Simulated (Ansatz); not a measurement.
# How fast states decay through CdH2SO

Aim: relax a made-up compound, CdH2SO, and see how good a tunnel barrier it would be. It is built by putting S for part of the O in the CdH2O2 structure of space group P-3m1, with the volume rescaled by atomic radii. The parent structure comes from the Materials Project.

Calculated with Ansatz 0.2.0; PBE DFT, plane waves, PAW files, in the first sound run; inputs show where later runs differ.

Report form: the programs' logs are mostly left out.

The structure was built from a prototype and need not be the compound's stable phase.

## 1. The structure

It takes space group P3m1 (No. 156, trigonal). Conventional cell: a = 3.745 Å, b = 3.745 Å, c = 4.947 Å, α = 90.00°, β = 90.00°, γ = 120.00°. Nearest to Cd lie 3 O at 2.47 Å and 3 S at 2.47 Å. Nearest to H lie 1 S at 1.03 Å. H has 1 O at 1.03 Å nearest. S has 1 H at 1.03 Å and 3 Cd at 2.47 Å nearest. Nearest to O lie 1 H at 1.03 Å and 3 Cd at 2.47 Å. It derives from CdH2O2. S for part of the O in the CdH2O2 structure of space group P-3m1. Farther neighbours and most contacts between anions are not listed.

## 2. Cell and atoms at rest

The substituted atoms don't fit the parent's cell, so cell and atoms relax together. A small smearing keeps the run stable in case the gap closes on the way.

File input.yaml:

```yaml
crystal:
  lattice:
    - [3.7454180379, 0.0, 0.0]
    - [-1.8727090189, 3.2436271686, 0.0]
    - [0.0, 0.0, 4.9465993301]
  atoms:
    - { symbol: Cd, position: [0.0, 0.0, 0.0] }
    - { symbol: H, position: [0.6666666667, 0.3333333333, 0.55096072] }
    - { symbol: H, position: [0.3333333333, 0.6666666667, 0.44903928] }
    - { symbol: S, position: [0.6666666667, 0.3333333333, 0.759372] }
    - { symbol: O, position: [0.3333333333, 0.6666666667, 0.240628] }
kpoints:
  mp_grid: { grid: [6, 6, 4] }
scf:
  occupations: { method: gaussian, width: 0.03 }
hamiltonian:
  xc: pbe
output:
  forces: true
  stress: true
relax:
  f_tol: 0.02
  max_steps: 60
  cell: {}
```

Started as:

```bash
$ ansatz run input.yaml --threads 2 --pin off --max-ram 4096MiB --backend cpu --events-out ev --progress --plain --runs-dir out
```

It took 23 s on 2 threads of Arm Neoverse V2, shared host; peak memory 0.37 GiB; 43 s of CPU time.

Step by step:

| step | energy less that of the first step (eV) | largest force component (eV/Å) | pressure (GPa) | volume (Å³) |
| --- | --- | --- | --- | --- |
| 1 | 0.0000 | 19.4606 | 24.25 | 60.09 |
| 2 | -2.2635 | 6.0002 | 6.80 | 67.68 |
| 3 | -2.6223 | 2.3657 | 1.08 | 69.70 |
| 4 | -2.6911 | 0.5601 | 0.42 | 71.96 |
| 5 | -2.7118 | 0.1708 | 0.33 | 69.84 |
| 6 | -2.7139 | 0.0244 | 0.06 | 69.68 |
| 7 | -2.7141 | 0.0042 | 0.02 | 69.63 |
| 8* | -2.7483 | 0.0105 | 0.58 | 69.63 |
| 9 | -2.7495 | 0.0230 | 0.16 | 71.05 |
| 10 | -2.7494 | 0.0264 | 0.14 | 71.38 |
| 11 | -2.7489 | 0.0057 | 0.01 | 71.80 |
| 12 | -2.7485 | 0.0168 | 0.05 | 72.05 |
| 13 | -2.7485 | 0.0063 | -0.02 | 72.08 |
| 14* | -2.7533 | 0.0048 | 0.01 | 72.08 |
| 15 | -2.7531 | 0.0037 | 0.01 | 72.25 |
| 16* | -2.7534 | 0.0040 | 0.01 | 72.25 |

Relaxation steps marked * repeat the geometry before them on a plane-wave basis chosen anew for their cell, so energy and pressure can jump there.

The run keeps the 6 symmetry operations that it works with, so distortions that break them were not tested.

| conventional cell, symmetrised | before | after | change |
| --- | --- | --- | --- |
| a (Å) | 3.745 | 3.917 | +4.6 % |
| b (Å) | 3.745 | 3.917 | +4.6 % |
| c (Å) | 4.947 | 5.437 | +9.9 % |
| volume (Å³/atom) | 12.02 | 14.45 | +20.2 % |

The atoms that moved most (Å, as changes of fractional coordinates times the final cell):

| atom | dx | dy | dz | length |
| --- | --- | --- | --- | --- |
| H3 | 0.000 | 0.000 | -0.255 | 0.255 |
| Cd1 | 0.000 | 0.000 | 0.220 | 0.220 |
| S4 | 0.000 | 0.000 | 0.176 | 0.176 |
| O5 | 0.000 | 0.000 | -0.097 | 0.097 |
| H2 | 0.000 | 0.000 | -0.044 | 0.044 |

The relaxed structure:

```xyz
5
Lattice="3.9173 0.0000 0.0000 -1.9586 3.3924 0.0000 0.0000 0.0000 5.4370" Properties=species:S:1:pos:R:3 pbc="T T T"
Cd    0.0000    0.0000    0.2202
H     1.9586    1.1308    2.9513
H     0.0000    2.2616    2.1867
S     1.9586    1.1308    4.3047
O     0.0000    2.2616    1.2110
```

Numbers from this step:

| Property | Result |
| --- | --- |
| free energy | -9756.1527 eV |
| Fermi energy | 5.289 eV |
| pressure | 0.007605 GPa |

The largest force component on a free atom ends at 0.0040 eV/Å.

## 3. Band edges

The energy window and the wavevectors of the next steps follow from the band edges, so these are searched first, off the mesh as well.

File input.yaml:

```yaml
crystal:
  lattice:
    - [3.9172623404, 0.0, 0.0]
    - [-1.9586311702, 3.3924487001, 0.0]
    - [0.0, 0.0, 5.4369864438]
  atoms:
    - { symbol: Cd, position: [0.0, 0.0, 0.0404937034] }
    - { symbol: H, position: [0.6666666667, 0.3333333333, 0.5428266498] }
    - { symbol: H, position: [0.3333333333, 0.6666666667, 0.4021888467] }
    - { symbol: S, position: [0.6666666667, 0.3333333333, 0.7917489948] }
    - { symbol: O, position: [0.3333333333, 0.6666666667, 0.2227418052] }
kpoints:
  mp_grid: { grid: [8, 8, 6] }
  band_path: { path: [VBM, CBM], npoints: 30 }
scf:
  occupations: { method: fixed }
hamiltonian:
  xc: pbe
output:
  eigenvalues: true
  write_potential: true
  write_density: true
  volumetric_format: npy
  elf: true
```

Elapsed: 9.4 s, on 2 threads; peak memory 0.38 GiB.

Numbers from this step:

```
free energy         : -9756.1535 eV
Fermi energy        : 4.750 eV
gap on the k-mesh   : 1.076 eV
gap on path         : 1.076 eV, by band count; negative where bands overlap
direct gap on path  : 1.139 eV
edge places on path : 0, 0.5778 1/A along the path
```

The electronic bands at the labelled points (eV, zero at the Fermi level (highest filled level under fixed occupations); v1 is the highest filled band, c1 the lowest empty one):

| point | v4 | v3 | v2 | v1 | c1 | c2 | c3 |
| --- | --- | --- | --- | --- | --- | --- | --- |
| VBM | -1.54 | -1.54 | 0.00 | 0.00 | 2.96 | 4.36 | 5.56 |
| halfway | -1.52 | -1.52 | -0.03 | -0.03 | 1.82 | 4.48 | 6.66 |
| CBM | -1.51 | -1.51 | -0.06 | -0.06 | 1.08 | 4.33 | 7.92 |

ELF in the ac plane at fractional y = 0.333, with atoms of H and S within 0.2 Å of it. It is the smooth field of the valence electrons, not physical close to the nuclei.

Ten even steps from '0' (0.01) to '9' (1.00), each cell a mean:
```
11111257777763
21011478767886
41013788624898
52014788301688
52014787412687
41003677666776
20001457899864
10000258999863
00000148999962
00000027999840
00000003687410
01110000121000
12221000000000
23332100000001
12222100000001
11111000000000
00100000000000
01110001111100
01110113444321
```
Columns run along a (3.9 Å), rows up along c (5.4 Å). Atoms in or near the plane, at fractional coordinates: H at (0.67, 0.54), S at (0.67, 0.79).

Valence density in the ac plane at fractional y = 0.333, with atoms of H and S within 0.2 Å of it. It is the smooth field of the valence electrons, not physical close to the nuclei.

Values in e/Å³, 19 rows by 14 columns, each cell a mean:
```
0.2 0.2 0.2 0.2 0.2 0.2 0.3 0.4 0.5 0.6 0.6 0.5 0.3 0.2
0.2 0.1 0.1 0.1 0.2 0.3 0.4 0.8 0.9 0.9 0.9 0.8 0.5 0.3
0.2 0.1 0.1 0.1 0.2 0.3 0.6 1.1 1.0 0.7 0.9 1.1 0.8 0.4
0.2 0.1 0.1 0.1 0.1 0.3 0.7 1.1 0.8 0.3 0.6 1.1 0.9 0.5
0.2 0.1 0.1 0.1 0.1 0.3 0.6 1.0 0.9 0.6 0.8 1.0 0.7 0.4
0.1 0.1 0.0 0.0 0.1 0.2 0.4 0.8 1.1 1.2 1.1 0.9 0.5 0.3
0.1 0.0 0.0 0.0 0.1 0.1 0.3 0.6 1.0 1.3 1.2 0.7 0.3 0.2
0.0 0.0 0.0 0.0 0.0 0.1 0.2 0.4 0.9 1.5 1.2 0.6 0.2 0.1
0.0 0.0 0.0 0.0 0.0 0.1 0.1 0.3 0.7 1.4 1.0 0.4 0.2 0.1
0.0 0.0 0.0 0.0 0.0 0.0 0.1 0.2 0.3 0.6 0.4 0.2 0.1 0.0
0.0 0.0 0.0 0.0 0.0 0.0 0.0 0.1 0.1 0.2 0.1 0.1 0.0 0.0
0.0 0.1 0.1 0.1 0.0 0.0 0.0 0.0 0.0 0.0 0.0 0.0 0.0 0.0
0.1 0.1 0.1 0.1 0.1 0.1 0.0 0.0 0.0 0.0 0.0 0.0 0.0 0.0
0.1 0.1 0.2 0.2 0.1 0.1 0.0 0.0 0.0 0.0 0.0 0.0 0.0 0.1
0.1 0.2 0.2 0.2 0.2 0.1 0.1 0.0 0.0 0.0 0.0 0.0 0.0 0.1
0.2 0.2 0.3 0.2 0.2 0.1 0.1 0.0 0.0 0.0 0.0 0.0 0.0 0.1
0.2 0.2 0.3 0.3 0.2 0.1 0.1 0.0 0.0 0.0 0.0 0.0 0.1 0.1
0.2 0.3 0.3 0.3 0.2 0.1 0.1 0.1 0.1 0.1 0.1 0.1 0.1 0.1
0.2 0.2 0.3 0.3 0.2 0.1 0.1 0.2 0.2 0.2 0.2 0.2 0.2 0.1
```
Columns run along a (3.9 Å), rows up along c (5.4 Å). Atoms in or near the plane, at fractional coordinates: H at (0.67, 0.54), S at (0.67, 0.79).

Electrostatic potential energy in the ac plane at fractional y = 0.333, with atoms of H and S within 0.2 Å of it. With pseudopotentials it is smooth inside the atoms' cores, unlike the true potential.

Values in eV, 19 rows by 14 columns, each cell a mean:
```
  6   5   4   4   6   6   6   2  -3  -7  -5   0   5   6
  7   6   6   6   7   7   4  -8 -21 -27 -24 -13   1   6
  8   8   8   8   8   6  -1 -22 -31 -29 -30 -27  -8   4
  8   9   9   9   9   6  -4 -27 -28 -21 -25 -30 -12   3
  9  10  10  10   9   6  -2 -24 -31 -27 -29 -29  -9   4
  9  10  10  10   9   7   3 -13 -26 -31 -29 -19  -2   6
  9  10  10  10  10   8   6   0  -8 -16 -12  -3   4   8
  9  10  10  10   9   9   8   3  -9 -24 -17   0   6   8
  9   9   9   9   9   9   8   4 -15 -31 -23  -1   7   9
  9   9   9   9   9   9   8   5  -3 -16  -9   4   8   9
  9   9   9   9   9   9   9   7   6   4   5   7   8   9
  9   9   9   9   9   9   9   9   8   8   8   8   9   9
  9   9   9   9   9   9   9   9   9   9   9   9   9   9
  9   9   9   9   9   9   9   9   9   9   9   9   9   9
  9   8   8   8   8   9   9   9   9   9   9   9   9   9
  7   6   6   6   7   8   9   9   9   9   9   9   9   8
  6   5   4   4   6   7   8   9   9   9   9   9   8   7
  5   3   1   2   4   6   7   8   8   8   8   8   8   7
  5   3   2   2   4   6   7   7   6   5   5   6   7   6
```
Columns run along a (3.9 Å; values clipped at the 3rd and 97th percentile), rows up along c (5.4 Å). Atoms in or near the plane, at fractional coordinates: H at (0.67, 0.54), S at (0.67, 0.79).

The searched edges give 1.08 eV, as on the mesh.

## 4. Complex bands, plane (110), k-mesh 4×12×12

This step: PBE DFT, plane waves, PAW files; complex bands by layer matching along the plane's normal (Ansatz 0.2.0).

The same crystal is laid in a cell whose first two vectors span the (110) plane (indices of the standard conventional cell, whose axes can be ordered otherwise than in the bulk input). At fixed energy and wavevector in the plane the solver finds all kz, real and complex. A few wavevectors are listed, (0, 0) and (-0.5, 0) in units of the plane's reciprocal vectors; the slowest state needn't be among them.

File input.yaml:

```yaml
crystal:
  lattice:
    - [5.436986444, 0.0, 0.0]
    - [0.0, 6.7848974, 0.0]
    - [0.0, 3.3924487, 1.95863117]
  atoms:
    - { symbol: Cd, position: [0.0404937034, 0.0, 0.0] }
    - { symbol: H, position: [0.5428266498, 0.6666666667, 0.0] }
    - { symbol: H, position: [0.4021888467, 0.3333333333, 0.0] }
    - { symbol: S, position: [0.7917489948, 0.6666666667, 0.0] }
    - { symbol: O, position: [0.2227418052, 0.3333333333, 0.0] }
kpoints:
  mp_grid: { grid: [4, 12, 12] }
scf:
  occupations: { method: fixed }
hamiltonian:
  xc: pbe
output:
  eigenvalues: true
  transmission:
    leads: [[0, 0]]
    kpoints: [[0.0, 0.0], [-0.5, 0.0]]
    e_range: [-1.0, 2.08]
    de: 0.05
```

Wall time 72 s (2 threads); peak memory 0.93 GiB.

This step gave:

| Item | Value |
| --- | --- |
| Fermi energy | 4.749 eV |
| level to which the leads are filled | 0.5380 eV from the Fermi level |
| decay constant at the filling level, zone centre | 0.1454 Å⁻¹ |
| decay constant at the filling level, slowest listed point | 0.1454 Å⁻¹ |

K parallel (0, 0); values up to 1.5 1/Å, a degenerate pair printed once or twice; energies at which all values exceed this have no row. Im kz of the slowest decaying states against energy, zero at the highest filled level on the SCF mesh:

| energy (eV) | decay 1 (Å⁻¹) | decay 2 (Å⁻¹) | decay 3 (Å⁻¹) | decay 4 (Å⁻¹) |
| --- | --- | --- | --- | --- |
| -1.00 | 0.202 | 0.546 | 0.609 | 1.11 |
| -0.85 | 0.220 | 0.548 | 0.633 | 1.12 |
| -0.70 | 0.233 | 0.551 | 0.654 | 1.12 |
| -0.55 | 0.241 | 0.553 | 0.672 | 1.11 |
| -0.40 | 0.244 | 0.554 | 0.688 | 1.10 |
| -0.25 | 0.239 | 0.555 | 0.702 | 1.10 |
| -0.10 | 0.0653 | 0.205 | 0.556 | 0.713 |
| 0.00 | 0.0680 | 0.115 | 0.208 | 0.556 |
| 0.05 | 0.0888 | 0.132 | 0.247 | 0.556 |
| 0.20 | 0.125 | 0.171 | 0.328 | 0.555 |
| 0.35 | 0.142 | 0.200 | 0.368 | 0.423 |
| 0.50 | 0.146 | 0.223 | 0.324 | 0.553 |
| 0.70 | 0.135 | 0.246 | 0.315 | 0.551 |
| 0.85 | 0.113 | 0.261 | 0.314 | 0.548 |
| 1.00 | 0.0695 | 0.272 | 0.316 | 0.545 |
| 1.15 | 0.282 | 0.317 | 0.542 | 0.766 |
| 1.30 | 0.290 | 0.319 | 0.538 | 0.765 |
| 1.45 | 0.296 | 0.320 | 0.533 | 0.752 |
| 1.60 | 0.301 | 0.321 | 0.528 | 0.737 |
| 1.75 | 0.304 | 0.321 | 0.523 | 0.725 |
| 1.90 | 0.306 | 0.319 | 0.516 | 0.716 |
| 2.05 | 0.307 | 0.317 | 0.509 | 0.707 |

K parallel (0, 0). Re kz of states that move upwards against energy, zero at the highest filled level on the SCF mesh:

| energy (eV) | channel 1 (Å⁻¹) | channel 2 (Å⁻¹) | channel 3 (Å⁻¹) |
| --- | --- | --- | --- |
| -1.00 | -0.777 | -0.426 | 1.27 |
| -0.90 | -0.734 | -0.377 | 1.30 |
| -0.80 | -0.690 | -0.334 | 1.32 |
| -0.70 | -0.644 | -0.294 | 1.35 |
| -0.60 | -0.596 | -0.257 | 1.38 |
| -0.45 | -0.515 | -0.204 | 1.42 |
| -0.35 | -0.454 | -0.169 | 1.46 |
| -0.25 | -0.380 | -0.130 | 1.50 |
| -0.15 | -0.280 | -0.0850 | 1.58 |
| -0.05 | - | - | - |
| 0.00 | - | - | - |
| 0.05 | - | - | - |
| 0.15 | - | - | - |
| 0.25 | - | - | - |
| 0.35 | - | - | - |
| 0.45 | - | - | - |
| 0.60 | - | - | - |
| 0.70 | - | - | - |
| 0.80 | - | - | - |
| 0.90 | - | - | - |
| 1.00 | - | - | - |
| 1.10 | 0.0407 | - | - |
| 1.20 | 0.0948 | - | - |
| 1.30 | 0.131 | - | - |
| 1.40 | 0.161 | - | - |
| 1.50 | 0.189 | - | - |
| 1.65 | 0.227 | - | - |
| 1.75 | 0.251 | - | - |
| 1.85 | 0.274 | - | - |
| 1.95 | 0.297 | - | - |
| 2.05 | 0.319 | - | - |

K parallel (-0.5, 0); values up to 1.5 1/Å, a degenerate pair printed once or twice; energies at which all values exceed this have no row. Table of Im kz of the slowest decaying states by energy, zero at the highest filled level on the SCF mesh:

| energy (eV) | decay 1 (Å⁻¹) | decay 2 (Å⁻¹) | decay 3 (Å⁻¹) | decay 4 (Å⁻¹) |
| --- | --- | --- | --- | --- |
| -1.00 | 0.309 | 0.545 | 0.785 | 0.987 |
| -0.85 | 0.340 | 0.590 | 0.809 | 0.918 |
| -0.70 | 0.364 | 0.629 | 0.827 | 0.853 |
| -0.55 | 0.383 | 0.662 | 0.797 | 0.842 |
| -0.40 | 0.398 | 0.687 | 0.752 | 0.855 |
| -0.25 | 0.129 | 0.408 | 0.707 | 0.717 |
| -0.10 | 0.184 | 0.414 | 0.689 | 0.723 |
| 0.00 | 0.00395 | 0.00736 | 0.210 | 0.413 |
| 0.05 | 0.0673 | 0.175 | 0.221 | 0.411 |
| 0.20 | 0.131 | 0.248 | 0.379 | 0.648 |
| 0.35 | 0.168 | 0.270 | 0.436 | 0.632 |
| 0.50 | 0.195 | 0.287 | 0.483 | 0.617 |
| 0.70 | 0.222 | 0.305 | 0.527 | 0.570 |
| 0.85 | 0.238 | 0.315 | 0.490 | 0.587 |
| 1.00 | 0.251 | 0.324 | 0.479 | 0.575 |
| 1.15 | 0.262 | 0.331 | 0.470 | 0.563 |
| 1.30 | 0.271 | 0.336 | 0.462 | 0.551 |
| 1.45 | 0.277 | 0.339 | 0.452 | 0.538 |
| 1.60 | 0.283 | 0.341 | 0.441 | 0.525 |
| 1.75 | 0.286 | 0.342 | 0.429 | 0.512 |
| 1.90 | 0.289 | 0.341 | 0.414 | 0.498 |
| 2.05 | 0.290 | 0.338 | 0.396 | 0.484 |

At the listed wavevectors the last open channel is at -0.05 eV and the next at +1.10 eV on the grid. At +0.55 eV, the grid energy nearest the filling level (the middle of the gap on the SCF mesh), the slowest state at the listed wavevectors decays with κ = 0.145 Å⁻¹, its amplitude falling by e over 6.9 Å. Through 1 nm of this crystal that state's transmission falls by exp(−2 × 0.145 Å⁻¹ × 10 Å) = 0.055.

## 5. Decay over the two-dimensional zone

The listed points could miss the slowest state, so one energy near mid-gap is solved on a mesh of 8×12.

Edit input.yaml of step 4 so:

```diff
@@ -19,6 +19,2 @@
   eigenvalues: true
-  transmission:
-    leads: [[0, 0]]
-    kpoints: [[0.0, 0.0], [-0.5, 0.0]]
-    e_range: [-1.0, 2.08]
-    de: 0.05
+  transmission: { leads: [[0, 0]], kmesh: [8, 12], e_range: [0.54, 0.55], de: 0.05 }
```

Run time: 100 s. Hardware: 2 threads; peak memory 0.8 GiB.

This step gave:

```
least decay constant on the mesh : 0.1457 Å⁻¹
```

Slowest decay constant (1/Å; 0 where a channel is open) over k1 and k2. At 0.5400 eV from the Fermi level.

Ten even steps from '_' (0.146) to '@' (0.285):
```
@@##**++**++**%%
@@##++==++****%%
%%**======**##%%
**++--::--++####
====::....--++++
==----..__..----
==++++--....::==
**####++--::--++
%%%%##**======**
@@%%****++==++##
@@%%**++**++**##
@@%%**++**++**%%
```
Columns: k1 (b1) from -0.5 to 0.375; rows upwards: k2 (b2) from -0.5 to 0.417.

The least value on the mesh is 0.146 Å⁻¹ at +0.54 eV. At that energy the listed points give about 0.146 Å⁻¹ by interpolation, so the mesh holds no clearly slower state.

## 6. Complex bands, plane (001), k-mesh 8×8×4

The same for the (001) plane, at (0, 0) and (0.5, 0), to see how the decay depends on direction.

File input.yaml:

```yaml
crystal:
  lattice:
    - [3.91726234, 0.0, 0.0]
    - [1.95863117, 3.3924487, 0.0]
    - [0.0, 0.0, 5.436986444]
  atoms:
    - { symbol: Cd, position: [0.0, 0.0, 0.0404937034] }
    - { symbol: H, position: [0.3333333333, 0.3333333333, 0.5428266498] }
    - { symbol: H, position: [0.6666666667, 0.6666666667, 0.4021888467] }
    - { symbol: S, position: [0.3333333333, 0.3333333333, 0.7917489948] }
    - { symbol: O, position: [0.6666666667, 0.6666666667, 0.2227418052] }
kpoints:
  mp_grid: { grid: [8, 8, 4] }
scf:
  occupations: { method: fixed }
hamiltonian:
  xc: pbe
output:
  eigenvalues: true
  transmission:
    leads: [[0, 0]]
    kpoints: [[0.0, 0.0], [0.5, 0.0]]
    e_range: [-1.0, 2.08]
    de: 0.08
```

It took 5.9 s on 2 threads; peak memory 0.39 GiB; 11 s of CPU time.

Numbers from this step:

```
free energy                                               : -9756.1534 eV
Fermi energy                                              : 4.750 eV
level to which the leads are filled                       : 0.5379 eV from the Fermi level
decay constant at the filling level, zone centre          : 0.2233 Å⁻¹
decay constant at the filling level, slowest listed point : 0.2233 Å⁻¹
```

K parallel (0, 0); values up to 1.5 1/Å, a degenerate pair printed once or twice; energies at which all values exceed this have no row. Im kz of the slowest decaying states against energy, zero at the highest filled level on the SCF mesh:

| energy (eV) | decay 1 (Å⁻¹) | decay 2 (Å⁻¹) | decay 3 (Å⁻¹) | decay 4 (Å⁻¹) |
| --- | --- | --- | --- | --- |
| -1.00 | 0.371 | 0.651 | 0.943 | 1.37 |
| -0.84 | 0.363 | 0.652 | 0.935 | 1.37 |
| -0.68 | 0.354 | 0.636 | 0.926 | 1.36 |
| -0.52 | 0.343 | 0.601 | 0.916 | 1.36 |
| -0.36 | 0.331 | 0.541 | 0.907 | 1.36 |
| -0.20 | 0.317 | 0.426 | 0.897 | 1.36 |
| -0.12 | 0.307 | 0.309 | 0.892 | 1.36 |
| -0.04 | 0.301 | 0.886 | 1.36 | - |
| 0.04 | 0.270 | 0.292 | 0.881 | 1.36 |
| 0.20 | 0.273 | 0.499 | 0.870 | 1.36 |
| 0.36 | 0.250 | 0.598 | 0.859 | 1.35 |
| 0.52 | 0.223 | 0.663 | 0.847 | 1.35 |
| 0.68 | 0.191 | 0.710 | 0.835 | 1.35 |
| 0.84 | 0.149 | 0.746 | 0.822 | 1.35 |
| 1.00 | 0.0856 | 0.776 | 0.809 | 1.35 |
| 1.16 | 0.796 | 0.800 | 1.33 | 1.35 |
| 1.24 | 0.789 | 0.811 | 1.32 | 1.35 |
| 1.40 | 0.774 | 0.830 | 1.30 | 1.35 |
| 1.56 | 0.759 | 0.846 | 1.28 | 1.35 |
| 1.72 | 0.743 | 0.860 | 1.26 | 1.35 |
| 1.88 | 0.726 | 0.872 | 1.25 | 1.36 |
| 2.04 | 0.709 | 0.882 | 1.23 | 1.36 |

K parallel (0.5, 0); values up to 1.5 1/Å, a degenerate pair printed once or twice; energies at which all values exceed this have no row. Im kz of the slowest decaying states against energy, zero at the highest filled level on the SCF mesh:

| energy (eV) | decay 1 (Å⁻¹) | decay 2 (Å⁻¹) | decay 3 (Å⁻¹) | decay 4 (Å⁻¹) |
| --- | --- | --- | --- | --- |
| -1.00 | 0.410 | 0.424 | 1.34 | 1.47 |
| -0.84 | 0.381 | 0.438 | 1.31 | 1.48 |
| -0.76 | 0.360 | 0.445 | 1.29 | 1.48 |
| -0.60 | 0.299 | 0.456 | 1.26 | 1.49 |
| -0.52 | 0.251 | 0.461 | 1.25 | 1.49 |
| -0.36 | 0.469 | 1.22 | 1.49 | - |
| -0.28 | 0.473 | 1.21 | 1.49 | - |
| -0.12 | 0.123 | 0.479 | 1.19 | 1.49 |
| -0.04 | 0.241 | 0.482 | 1.17 | 1.49 |
| 0.12 | 0.357 | 0.487 | 1.15 | 1.49 |
| 0.20 | 0.397 | 0.489 | 1.14 | 1.49 |
| 0.36 | 0.458 | 0.493 | 1.12 | 1.48 |
| 0.44 | 0.482 | 0.494 | 1.11 | 1.48 |
| 0.60 | 0.496 | 0.524 | 1.09 | 1.48 |
| 0.68 | 0.496 | 0.542 | 1.08 | 1.48 |
| 0.84 | 0.497 | 0.573 | 1.06 | 1.47 |
| 0.92 | 0.497 | 0.587 | 1.05 | 1.47 |
| 1.08 | 0.496 | 0.612 | 1.03 | 1.46 |
| 1.16 | 0.496 | 0.623 | 1.02 | 1.46 |
| 1.32 | 0.494 | 0.643 | 1.00 | 1.45 |
| 1.40 | 0.493 | 0.652 | 0.991 | 1.44 |
| 1.56 | 0.490 | 0.669 | 0.973 | 1.43 |
| 1.64 | 0.489 | 0.676 | 0.964 | 1.43 |
| 1.80 | 0.485 | 0.690 | 0.946 | 1.42 |
| 1.88 | 0.482 | 0.697 | 0.937 | 1.41 |
| 2.04 | 0.477 | 0.708 | 0.920 | 1.40 |

At the listed wavevectors the last open channel is at -0.04 eV and the next at +1.08 eV on the grid. At +0.52 eV, the grid energy nearest the filling level (the middle of the gap on the SCF mesh), the slowest state at the listed wavevectors decays with κ = 0.223 Å⁻¹, its amplitude falling by e over 4.5 Å; the first such run, plane (110), gave 0.145 Å⁻¹.

[end of part 1 of 2]

[Logs are printed without paths, hosts, clocks, repeated set-up lines and the standing remarks that a program may print on its own settings, such as how far it seeks lower states.]

[Hosts, paths, dates, database ids (printed as entryN), source tags and the programs' standing remarks are cut or masked in the printed files.]
